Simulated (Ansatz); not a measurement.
# CaNiSn in the AlB2 type: lattice stability ahead of a resistivity run

The plan: relax CaNiSn in the AlB2 type, check its phonons, and, if the lattice is stable, compute its Eliashberg function and ρ(T).

Main program and level: Ansatz 0.2.0; DFT PBE, scalar-relativistic, plane waves, PAW; PAW set soft_1.

Most raw output is cut from this account.

The structure was built from a prototype and need not be the compound's stable phase.

## 1. The structure

Symmetry: P-6m2, No. 187, hexagonal system. The conventional cell has a = 4.472 Å, b = 4.472 Å, c = 4.696 Å, α = 90.00°, β = 90.00°, γ = 120.00°. Ca has 6 Sn at 3.49 Å and 6 Ni at 3.49 Å nearest. Nearest to Sn lie 3 Ni at 2.58 Å and 6 Ca at 3.49 Å. Ni has 3 Sn at 2.58 Å and 6 Ca at 3.49 Å nearest. Farther neighbours are not listed.

## 2. Relaxation

The structure is brought to rest under this functional.

Input file input.yaml:

```yaml
crystal:
  lattice:
    - [4.47225, 0.0, 0.0]
    - [-2.23612, 3.87308, 0.0]
    - [0.0, 0.0, 4.69586]
  atoms:
    - { symbol: Ca, position: [0.0, 0.0, 0.0] }
    - { symbol: Sn, position: [0.33333333, 0.66666667, 0.5] }
    - { symbol: Ni, position: [0.66666667, 0.33333333, 0.5] }
kpoints:
  mp_grid: { grid: [9, 9, 6] }
hamiltonian:
  xc: pbe
  pseudopotentials: { kind: paw, azcp: { folder: soft_1 } }
scf:
  occupations: { method: gaussian, width: 0.1 }
output:
  forces: true
  stress: true
  eigenvalues: true
relax:
  adjacent_minimum: "off"
  f_tol: 0.005
  max_steps: 80
  cell: { stress_tol: 0.05 }
```

Run with:

```console
$ ansatz run input.yaml --threads 4 --pin off --max-ram 12288MiB --backend cpu --events-out ev --progress --plain --runs-dir out
```

Run time: 32 s. Hardware: 4 threads of Intel Xeon Platinum 8488C (Sapphire Rapids), shared host; peak memory 0.55 GiB; 2 min of CPU time.

This run has no spin polarisation, although Ni can carry a moment.

Relaxation path:

| step | energy less that of the first step (eV) | largest force component (eV/Å) | pressure (GPa) | volume (Å³) |
| --- | --- | --- | --- | --- |
| 1 | 0.0000 | 0.0000 | -5.46 | 81.34 |
| 2 | -0.1895 | 0.0000 | -1.07 | 72.99 |
| 3 | -0.2331 | 0.0000 | 0.80 | 69.34 |
| 4 | -0.2607 | 0.0000 | 0.92 | 67.45 |
| 5 | -0.2744 | 0.0000 | 0.34 | 66.59 |
| 6 | -0.2747 | 0.0000 | -0.01 | 67.08 |
| 7 | -0.2748 | 0.0000 | -0.01 | 66.99 |
| 8* | -0.2735 | 0.0000 | -0.01 | 66.99 |

Relaxation steps marked * repeat the geometry before them on a plane-wave basis chosen anew for their cell, so energy and pressure can jump there.

The run keeps the 12 symmetry operations that it works with, so distortions that break them were not tested.

| cell as run | before | after | change |
| --- | --- | --- | --- |
| a (Å) | 4.472 | 4.485 | +0.3 % |
| b (Å) | 4.472 | 4.485 | +0.3 % |
| c (Å) | 4.696 | 3.845 | -18.1 % |
| volume (Å³/atom) | 27.11 | 22.33 | -17.6 % |

The relaxed structure:

```xyz
3
Lattice="4.4852 0.0000 0.0000 -2.2426 3.8843 0.0000 0.0000 0.0000 3.8451" Properties=species:S:1:pos:R:3 pbc="T T T"
Ca    0.0000    0.0000    0.0000
Sn    0.0000    2.5896    1.9225
Ni    2.2426    1.2948    1.9225
```

This step gave:

```yaml
pressure: -0.01229 GPa
volume_per_atom: 22.33 Å³/atom
metallic_on_mesh: yes
gap_on_the_k_mesh: 0 eV
```

The largest force is now zero by symmetry and the largest stress component 0.014 GPa.

## 3. Relaxation

The relaxation is repeated from the new cell as a check.

input.yaml, the sections that differ from step 2:

```yaml
crystal:
  lattice:
    - [4.4852440887, -2.8951e-06, 0.0]
    - [-2.2426195371, 3.8843367706, 0.0]
    - [0.0, 0.0, 3.8450976342]
  atoms:
    - { symbol: Ca, position: [0.0, 0.0, 0.0] }
    - { symbol: Sn, position: [0.3333333333, 0.6666666667, 0.5] }
    - { symbol: Ni, position: [0.6666666667, 0.3333333333, 0.5] }
kpoints:
  mp_grid: { grid: [9, 9, 8] }
# hamiltonian, scf, output, relax: as in step 2
```

It took 23 s on 4 threads; peak memory 0.53 GiB; 86 s of CPU time.

Step by step:

| step | energy less that of the first step (eV) | largest force component (eV/Å) | pressure (GPa) | volume (Å³) |
| --- | --- | --- | --- | --- |
| 1 | 0.0000 | 0.0000 | 0.02 | 66.99 |
| 2 | -0.0009 | 0.0000 | 0.00 | 67.18 |
| 3 | -0.0013 | 0.0000 | 0.04 | 67.38 |
| 4 | -0.0013 | 0.0000 | -0.07 | 67.48 |
| 5 | -0.0013 | 0.0000 | 0.00 | 67.41 |
| 6 | -0.0013 | 0.0000 | 0.00 | 67.41 |

The log counts 1 steps on a newly chosen plane-wave basis, not all of them marked here; energy and pressure can jump at such steps. Relaxation step 4 was tried and not accepted.

| conventional cell, symmetrised | before | after | change |
| --- | --- | --- | --- |
| a (Å) | 4.485 | 4.469 | -0.4 % |
| b (Å) | 4.485 | 4.469 | -0.4 % |
| c (Å) | 3.845 | 3.898 | +1.4 % |
| volume (Å³/atom) | 22.33 | 22.47 | +0.6 % |

The relaxed structure:

```xyz
3
Lattice="4.4688 0.0000 0.0000 -2.2344 3.8701 0.0000 0.0000 0.0000 3.8976" Properties=species:S:1:pos:R:3 pbc="T T T"
Ca    0.0000    0.0000    0.0000
Sn    0.0000    2.5801    1.9488
Ni    2.2344    1.2900    1.9488
```

This step gave:

* pressure: 5.12e-4 GPa
* volume per atom: 22.47 Å³/atom

The largest force is now zero by symmetry and the largest stress component 0.0015 GPa.

## 4. Tight relaxation

No force is left; the cell is relaxed once more with another smearing and tight thresholds.

input.yaml, the sections that differ from step 3:

```yaml
crystal:
  lattice:
    - [4.468795992, -2.8845e-06, 0.0]
    - [-2.2343954979, 3.8700922956, 0.0]
    - [0.0, 0.0, 3.8975640474]
  atoms:
    - { symbol: Ca, position: [0.0, 0.0, 0.0] }
    - { symbol: Sn, position: [0.3333333333, 0.6666666667, 0.5] }
    - { symbol: Ni, position: [0.6666666667, 0.3333333333, 0.5] }
scf:
  occupations: { method: methfessel_paxton, width: 0.2 }
relax:
  adjacent_minimum: "off"
  f_tol: 0.001
  max_steps: 60
  cell: { stress_tol: 0.01 }
# kpoints, hamiltonian, output: as in step 3
```

Run time: 12 s. Hardware: 4 threads; peak memory 0.52 GiB.

Little changed from the start: no atom moved by 0.005 Å and no cell edge by 0.1 %.

Numbers from this step:

```
pressure        : 0.001950 GPa
volume per atom : 22.46 Å³/atom
```

The largest force is now zero by symmetry and the largest stress component 0.0026 GPa, small enough for phonons.

## 5. Phonons: q 2×2×2, k 4×4×4

Couplings are defined for a stable lattice alone, so phonons come first.

Input file input.yaml:

```yaml
crystal:
  lattice:
    - [4.4684789302, -2.8843e-06, 0.0]
    - [-2.2342369672, 3.869817712, 0.0]
    - [0.0, 0.0, 3.8971982889]
  atoms:
    - { symbol: Ca, position: [0.0, 0.0, 0.0] }
    - { symbol: Sn, position: [0.3333333333, 0.6666666667, 0.5] }
    - { symbol: Ni, position: [0.6666666667, 0.3333333333, 0.5] }
kpoints:
  mp_grid: { grid: [4, 4, 4] }
hamiltonian:
  xc: pbe
  pseudopotentials: { kind: paw, azcp: { folder: soft_1 } }
scf:
  occupations: { method: methfessel_paxton, width: 0.2 }
output:
  eigenvalues: true
phonons:
  method: dfpt
  qmesh: [2, 2, 2]
  temperatures: { t_max: 1000, t_step: 50 }
  qpath:
    path:
      - [[0.0, 0.0, 0.0], [0.5, 0.0, 0.0], [0.33333333, 0.33333333, 0.0], [0.0, 0.0, 0.0], [0.0, 0.0, 0.5], [0.5, 0.0, 0.5], [0.33333333, 0.33333333, 0.5], [0.0, 0.0, 0.5]]
      - [[0.5, 0.0, 0.5], [0.5, 0.0, 0.0]]
      - [[0.33333333, 0.33333333, 0.5], [0.33333333, 0.33333333, 0.0]]
    npoints: 10
```

Run time: 33 s. Hardware: 4 threads; peak memory 0.59 GiB; 1.9 min of CPU time.

This step gave:

```yaml
share_of_imaginary_modes_in_the_plain_interpolation_between_solved_wavevectors: 0.0375
highest_frequency_solved_or_plainly_interpolated: 218.9 cm⁻¹
```

Solved on the 2×2×2 mesh alone; all other wavevectors are interpolated. Phonon branches along the path, in cm⁻¹:

| point | branch 1 | branch 2 | branch 3 | branch 4 | branch 5 | branch 6 | branch 7 | branch 8 | branch 9 |
| --- | --- | --- | --- | --- | --- | --- | --- | --- | --- |
| Γ | 0 | 0 | 0 | 120 | 152 | 152 | 176 | 194 | 194 |
| halfway | 45 | 55 | 89 | 112 | 148 | 148 | 170 | 191 | 197 |
| M | 58 | 85 | 100 | 115 | 151 | 163 | 169 | 174 | 198 |
| halfway | 71 | 88 | 100 | 109 | 148 | 162 | 169 | 179 | 197 |
| K | 88 | 93 | 97 | 98 | 147 | 160 | 167 | 188 | 192 |
| halfway | 55 | 62 | 94 | 110 | 147 | 151 | 169 | 189 | 198 |
| Γ | 0 | 0 | 0 | 120 | 152 | 152 | 176 | 194 | 194 |
| halfway | 48 | 48 | 52 | 91 | 149 | 149 | 190 | 190 | 196 |
| A | -10 | 70 | 70 | 77 | 144 | 144 | 187 | 187 | 219 |
| halfway | -39 | 54 | 80 | 98 | 146 | 158 | 176 | 187 | 213 |
| L | -55 | 29 | 89 | 113 | 148 | 167 | 171 | 186 | 206 |
| halfway | -56 | 24 | 80 | 128 | 150 | 168 | 168 | 180 | 209 |
| H | -58 | 16 | 74 | 143 | 151 | 162 | 168 | 173 | 211 |
| halfway | -44 | 48 | 79 | 107 | 147 | 160 | 173 | 186 | 212 |
| A | -10 | 70 | 70 | 77 | 144 | 144 | 187 | 187 | 219 |
| jump to L | -55 | 29 | 89 | 113 | 148 | 167 | 171 | 186 | 206 |
| halfway | 38 | 72 | 74 | 119 | 150 | 160 | 173 | 192 | 192 |
| M | 58 | 85 | 100 | 115 | 151 | 163 | 169 | 174 | 198 |
| jump to H | -58 | 16 | 74 | 143 | 151 | 162 | 168 | 173 | 211 |
| halfway | 48 | 66 | 84 | 110 | 157 | 168 | 169 | 177 | 201 |
| K | 88 | 93 | 97 | 98 | 147 | 160 | 167 | 188 | 192 |

Lowest modes at the softest wavevector of the mesh. The modes at q = (0.000, 0.500, 0.500) (shares of kinetic energy by element, %) (negative means imaginary):

| mode | frequency (cm⁻¹) | Ca % | Sn % | Ni % |
| --- | --- | --- | --- | --- |
| 1 | -54.7 | 18 | 81 | 1 |
| 2 | 29.2 | 1 | 2 | 97 |
| 3 | 88.8 | 0 | 58 | 42 |
| 4 | 112.9 | 23 | 71 | 6 |
| 5 | 148.2 | 100 | 0 | 0 |
| 6 | 167.4 | 81 | 17 | 2 |

Displacements in mode 1 (-54.7 cm⁻¹), the largest set to 1, in the home cell:
```
Ca1  0.00 -0.82  0.00
Sn2  0.00  0.00 -1.00
Ni3  0.00  0.00 -0.16
```

Displacements in mode 5 (148.2 cm⁻¹), the largest set to 1, in the home cell:
```
Ca1 1.00 0.00 0.00
Sn2 0.00 0.00 0.00
Ni3 0.00 0.00 0.00
```

Among the solved wavevectors the lowest mode, translations apart, is -54.7 cm⁻¹, imaginary.

## 6. Lattice stability: q 3×3×2, k 6×6×6

An imaginary mode on so few k-points may come from the sampling, so the phonons are repeated with another q and k mesh.

input.yaml: that of step 5 with these lines changed.

```diff
@@ -10,3 +10,3 @@
 kpoints:
-  mp_grid: { grid: [4, 4, 4] }
+  mp_grid: { grid: [6, 6, 6] }
 hamiltonian:
@@ -20,3 +20,3 @@
   method: dfpt
-  qmesh: [2, 2, 2]
+  qmesh: [3, 3, 2]
   temperatures: { t_max: 1000, t_step: 50 }
```

Wall time 2.2 min (4 threads); peak memory 0.99 GiB; 8.4 min of CPU time.

This step gave:

```yaml
share_of_imaginary_modes_in_the_plain_interpolation_between_solved_wavevectors: 0.0504
highest_frequency_solved_or_plainly_interpolated: 211.3 cm⁻¹
```

Solved on the 3×3×2 mesh alone; all other wavevectors are interpolated. The phonon branches at the labelled points (cm⁻¹):

| point | branch 1 | branch 2 | branch 3 | branch 4 | branch 5 | branch 6 | branch 7 | branch 8 | branch 9 |
| --- | --- | --- | --- | --- | --- | --- | --- | --- | --- |
| Γ | 0 | 0 | 0 | 106 | 160 | 160 | 178 | 201 | 201 |
| halfway | 42 | 50 | 86 | 96 | 154 | 156 | 171 | 191 | 202 |
| M | 60 | 73 | 92 | 110 | 154 | 162 | 164 | 173 | 201 |
| halfway | 70 | 79 | 91 | 104 | 148 | 162 | 165 | 181 | 200 |
| K | 85 | 86 | 88 | 90 | 146 | 161 | 164 | 189 | 197 |
| halfway | 50 | 58 | 93 | 94 | 153 | 155 | 169 | 189 | 202 |
| Γ | 0 | 0 | 0 | 106 | 160 | 160 | 178 | 201 | 201 |
| halfway | 31 | 51 | 51 | 87 | 157 | 157 | 171 | 197 | 197 |
| A | 30 | 71 | 76 | 76 | 153 | 153 | 164 | 192 | 192 |
| halfway | -41 | 49 | 84 | 95 | 152 | 161 | 168 | 191 | 194 |
| L | -62 | 23 | 90 | 104 | 153 | 163 | 167 | 190 | 202 |
| halfway | -58 | -13 | 78 | 125 | 152 | 161 | 169 | 176 | 208 |
| H | -52 | -36 | 73 | 144 | 151 | 155 | 163 | 171 | 211 |
| halfway | -46 | 42 | 79 | 105 | 152 | 164 | 168 | 184 | 200 |
| A | 30 | 71 | 76 | 76 | 153 | 153 | 164 | 192 | 192 |
| jump to L | -62 | 23 | 90 | 104 | 153 | 163 | 167 | 190 | 202 |
| halfway | 13 | 66 | 76 | 111 | 154 | 160 | 166 | 189 | 196 |
| M | 60 | 73 | 92 | 110 | 154 | 162 | 164 | 173 | 201 |
| jump to H | -52 | -36 | 73 | 144 | 151 | 155 | 163 | 171 | 211 |
| halfway | 41 | 56 | 78 | 109 | 157 | 158 | 168 | 183 | 201 |
| K | 85 | 86 | 88 | 90 | 146 | 161 | 164 | 189 | 197 |

Lowest modes at the softest wavevector of the mesh. Modes at q = (0.000, 0.333, 0.500), with each element's share of the kinetic energy (negative means imaginary):

| mode | frequency (cm⁻¹) | Ca % | Sn % | Ni % |
| --- | --- | --- | --- | --- |
| 1 | -53.0 | 12 | 41 | 47 |
| 2 | 37.7 | 5 | 43 | 52 |
| 3 | 87.1 | 0 | 61 | 39 |
| 4 | 100.2 | 13 | 72 | 16 |
| 5 | 152.8 | 100 | 0 | 0 |
| 6 | 164.3 | 84 | 16 | 1 |

Displacements in mode 1 (-53.0 cm⁻¹), the largest set to 1, in the home cell (x, y, z of the real part, then of the imaginary part):
```
Ca1  0.00 -0.50  0.00  0.00 -0.34  0.00
Sn2  0.00  0.00 -0.65  0.00  0.00 -0.04
Ni3  0.00  0.00 -0.98  0.00  0.00  0.20
```

Displacements in mode 6 (164.3 cm⁻¹), the largest set to 1, in the home cell (x, y, z of the real part, then of the imaginary part):
```
Ca1  0.00  1.00  0.00  0.00  0.03  0.00
Sn2  0.00  0.00 -0.22  0.00  0.00  0.12
Ni3  0.00  0.00 -0.05  0.00  0.00  0.06
```

The modes has structure finer than the step of the table below, so its rows give means over 10 cm⁻¹, whole bins alone (the curve runs from -71.4 to 227 cm⁻¹). Peaks (cm⁻¹: height): Ca 154.1: 0.136, 199.3: 0.0317; Ni 77.1: 0.0315, 156.0: 0.0431, 165.4: 0.0531, 199.3: 0.0421; Sn -52.6: 0.00687, 77.1: 0.0452, 107.2: 0.0359, 199.3: 0.0462.

Phonopy on the run's constants, 15x15x15 mesh, Gaussian sigma 2.1 cm⁻¹. The modes by wavenumber; means over each step; values in 1/cm⁻¹/cell:

| wavenumber (cm⁻¹) | Ca | Ni | Sn |
| --- | --- | --- | --- |
| -60 | 7.7e-4 | 0.00199 | 0.00294 |
| -50 | 0.00151 | 0.00413 | 0.00597 |
| -40 | 0.00111 | 0.00368 | 0.00439 |
| -30 | 8.1e-4 | 0.00330 | 0.00339 |
| -20 | 3.3e-4 | 0.00232 | 0.00146 |
| -10 | 6.8e-4 | 0.00280 | 0.00278 |
| 0 | 1.9e-4 | 5.1e-4 | 7.1e-4 |
| 10 | 7.6e-4 | 0.00235 | 0.00297 |
| 20 | 0.00139 | 0.00554 | 0.00569 |
| 30 | 0.00168 | 0.00685 | 0.00727 |
| 40 | 0.00223 | 0.00829 | 0.0101 |
| 50 | 0.00277 | 0.0101 | 0.0134 |
| 60 | 0.00389 | 0.0146 | 0.0199 |
| 70 | 0.00414 | 0.0203 | 0.0270 |
| 80 | 0.00317 | 0.0268 | 0.0344 |
| 90 | 0.00121 | 0.0182 | 0.0156 |
| 100 | 0.00411 | 0.00907 | 0.0212 |
| 110 | 0.00670 | 0.00501 | 0.0271 |
| 120 | 0.00148 | 7.8e-4 | 0.00495 |
| 130 | 5.1e-4 | 2.5e-4 | 0.00180 |
| 140 | 7.0e-4 | 2.4e-4 | 4.6e-4 |
| 150 | 0.0632 | 0.0179 | 0.00131 |
| 160 | 0.0875 | 0.0419 | 0.00632 |
| 170 | 0.0509 | 0.0250 | 0.00785 |
| 180 | 0.0115 | 0.00926 | 0.0100 |
| 190 | 0.0187 | 0.0264 | 0.0252 |
| 200 | 0.0235 | 0.0299 | 0.0325 |
| 210 | 0.00438 | 0.00237 | 0.00321 |
| 220 | 2.0e-5 | 8.7e-6 | 1.4e-5 |

No LO-TO term; unit eigenvectors of the mass-weighted matrix. The modes at Γ (shares of kinetic energy by element, %):

| mode | frequency (cm⁻¹) | symmetry | Ca % | Sn % | Ni % |
| --- | --- | --- | --- | --- | --- |
| 1 | 0.0 | unnamed | 18 | 55 | 27 |
| 2 | 0.0 | unnamed | 18 | 55 | 27 |
| 3 | 0.0 | unnamed | 18 | 55 | 27 |
| 4 | 105.9 | A2'' | 1 | 28 | 71 |
| 5 | 160.4 | E' | 66 | 0 | 33 |
| 6 | 160.4 | E' | 66 | 0 | 33 |
| 7 | 177.7 | A2'' | 81 | 17 | 2 |
| 8 | 201.1 | E' | 15 | 45 | 40 |
| 9 | 201.1 | E' | 15 | 45 | 40 |

Displacements in mode 4 (105.9 cm⁻¹), the largest set to 1:
```
Ca1  0.00  0.00 -0.15
Sn2  0.00  0.00 -0.45
Ni3  0.00  0.00  1.00
```

Displacements in mode 7 (177.7 cm⁻¹), the largest set to 1:
```
Ca1  0.00  0.00  1.00
Sn2  0.00  0.00 -0.27
Ni3  0.00  0.00 -0.14
```

Among the solved wavevectors the lowest mode, translations apart, is -53 cm⁻¹, imaginary.

## 7. Electron–phonon run: q 3×3×2, k 6×6×6, scattering 8×8×8

Phonons, couplings and the Boltzmann equation in one run.

input.yaml: that of step 6 with these lines changed.

```diff
@@ -28 +28,4 @@
     npoints: 10
+  electrical_resistivity:
+    mesh: [8, 8, 8]
+    temperatures: [20.0, 50.0, 77.0, 100.0, 150.0, 200.0, 300.0, 400.0, 600.0, 800.0]
```

The job ended after 2.8 min (4 threads; peak memory 1 GiB).

The run ended with an error.

The program's message: “electrical resistivity: the mode of lowest frequency at the wavevector [0.0000, -0.5000, -0.5000] is imaginary, -62.47 cm⁻¹ (written negative): the force constants describe an unstable lattice; relax …”

The run stops because a mode is imaginary on the scattering mesh, where no scattering rate is defined; denser k meshes, other smearings and, between solved wavevectors, finer q meshes show whether the instability is real.

## 8. Outcome

```yaml
phonon_run_of_the_rows_without_a_label_of_their_own: PBE, q 3×3×2, k 6×6×6
softest_mode_on_the_q_mesh: -53 cm⁻¹ at q = (0, 0.333, 0.5)
highest_frequency_solved_or_plainly_interpolated: 211 cm⁻¹
```

What this shows: The lattice is dynamically unstable at this level: a mode at q = (0, 0.333, 0.5) is imaginary, 53i cm⁻¹, so no harmonic coupling constant or resistivity is defined for this structure. These meshes are coarse, and single modes of a metal can move by tens of cm⁻¹ with the k mesh. The coarser mesh found an imaginary mode at another wavevector, which this mesh lacks. The phonon runs are not spin-polarised. The structure was built by hand as an ordered model, and its stability against other phases was not tested.

[Logs are printed without paths, hosts, clocks, repeated set-up lines and the standing remarks that a program may print on its own settings, such as how far it seeks lower states.]

[Hosts, paths, dates, database ids (printed as entryN), source tags and the programs' standing remarks are cut or masked in the printed files.]
